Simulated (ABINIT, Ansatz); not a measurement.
Records of electronic-structure calculations.

```
How the form of the self-energy moves the gap of BN (P6_3/mmc)
1.0
     2.50399    0.00000    0.00000
    -1.25199    2.16852    0.00000
     0.00000    0.00000    6.66120
B N
2 2
Direct
  0.33333 0.66667 0.25000
  0.66667 0.33333 0.75000
  0.33333 0.66667 0.75000
  0.66667 0.33333 0.25000
# method: RPA screening on PBE, plane waves, norm-conserving pseudopotentials (and 2 further levels or steps)
# program: ABINIT 10.8.3
# settings: cutoff 36 Ha, PseudoDojo scalar-relativistic 0.4.1 standard, norm-conserving, ngkpt (6, 6, 4), nband 140, ecuteps 7.8 Ha, inclvkb 2, shiftk (0, 0, 0), symchi 1, awtr 1, frequency ppm, 6×6×4 k-mesh
# cost: 5 runs, 5.3 min in all on 8 MPI ranks of Intel Xeon Platinum 8375C at 2.90GHz (Ice Lake), shared host
# notes: The program’s warnings: nkpt*nsppol () is not a multiple of nproc spkpt (). The cell and positions come from the Crystallography Open Database and are kept as given unless a step says otherwise. The 6×6×4 mesh is coarse for this cell, which bears on the long-range parts of exchange and screening.
# G0W0, Godby-Needs plasmon pole: 5.786 eV
# G0W0, von der Linden-Horsch plasmon pole: 5.788 eV
# G0W0, Hybertsen-Louie plasmon pole: 6.051 eV
# known limits: short of the basis limit; coarse k mesh
```

```
CdTe (F-43m): one start, several treatments of the self-energy
1.0
     0.00000    3.24000    3.24000
     3.24000    0.00000    3.24000
     3.24000    3.24000    0.00000
Cd Te
1 1
Direct
  0.00000 0.00000 0.00000
  0.25000 0.25000 0.25000
# method: RPA screening on PBE, plane waves, norm-conserving pseudopotentials (and 4 further levels or steps)
# program: ABINIT 10.8.3
# settings: cutoff 47 Ha, PseudoDojo scalar-relativistic 0.4.1 standard, norm-conserving, ngkpt (4, 4, 4), nband 267, ecuteps 7.8 Ha, inclvkb 2, shiftk (0, 0, 0), symchi 1, awtr 1, frequency ppm, 4×4×4 k-mesh
# cost: 7 runs, 18 min in all on 8 MPI ranks of Intel Xeon Platinum 8375C at 2.90GHz (Ice Lake), shared host
# notes: The cell and positions come from the Crystallography Open Database and are kept as given unless a step says otherwise. Limits: mesh may overstate the screening; no spin-orbit coupling. Static COHSEX lies above G0W0: it lacks the factor Z and overstates the Coulomb hole of the filled states. The 4×4×4 mesh is coarse for this cell, which bears on the long-range parts of exchange and screening. The norm-conserving file of at least one element keeps a d shell over frozen s and p shells of the same row. Exchange with those shells is missing from the self-energy, an error of 0.3 to 0.9 eV in cases checked, whose sign depends on which edge lies on those atoms. For the PBE start: The RPA ε∞ on this mesh reaches over 25; with a narrow direct gap a coarse mesh can overstate it, and the correction is then too small.
# G0W0, Godby-Needs plasmon pole: 1.858 eV
# G0W0, Hybertsen-Louie plasmon pole: 1.868 eV
# G0W0, Engel-Farid plasmon pole: 1.691 eV
# one-shot COHSEX: 2.011 eV
# one-shot Hartree-Fock: 7.300 eV
# known limits: short of the basis limit; exchange with frozen shells missing; mesh may overstate the screening; no spin-orbit coupling; coarse k mesh
```

[Long decimals in the printed logs are rounded to 6 places.]

[Logs are printed without paths, hosts, clocks, repeated set-up lines and the standing remarks that a program may print on its own settings, such as how far it seeks lower states.]

[Paths, hosts, dates, memory and timing lines, banners, echoed tables and standing remarks are left out of the program output; an Ansatz launch command may be rebuilt from the run's recorded settings. Measured values are a selection of at most five: reports struck by readers or far from the other reports are left out. None is set beside runs whose start may be inverted or whose files or cutoffs have a known fault.]

[Runs of the session that timed out or met a known fault of the program may be left out.]

[Hosts, paths, dates, database ids (printed as entryN), source tags and the programs' standing remarks are cut or masked in the printed files.]

[G0W0 gaps are taken among the corrected bands and points alone; a level outside them can change the order at an edge.]

[Where Ansatz stands beside ABINIT at settings called matched, ABINIT's density can come from a denser mesh and the files from another edition; pairs whose starting gaps differed by over 0.03 eV were left out, so agreement reads better than it is.]
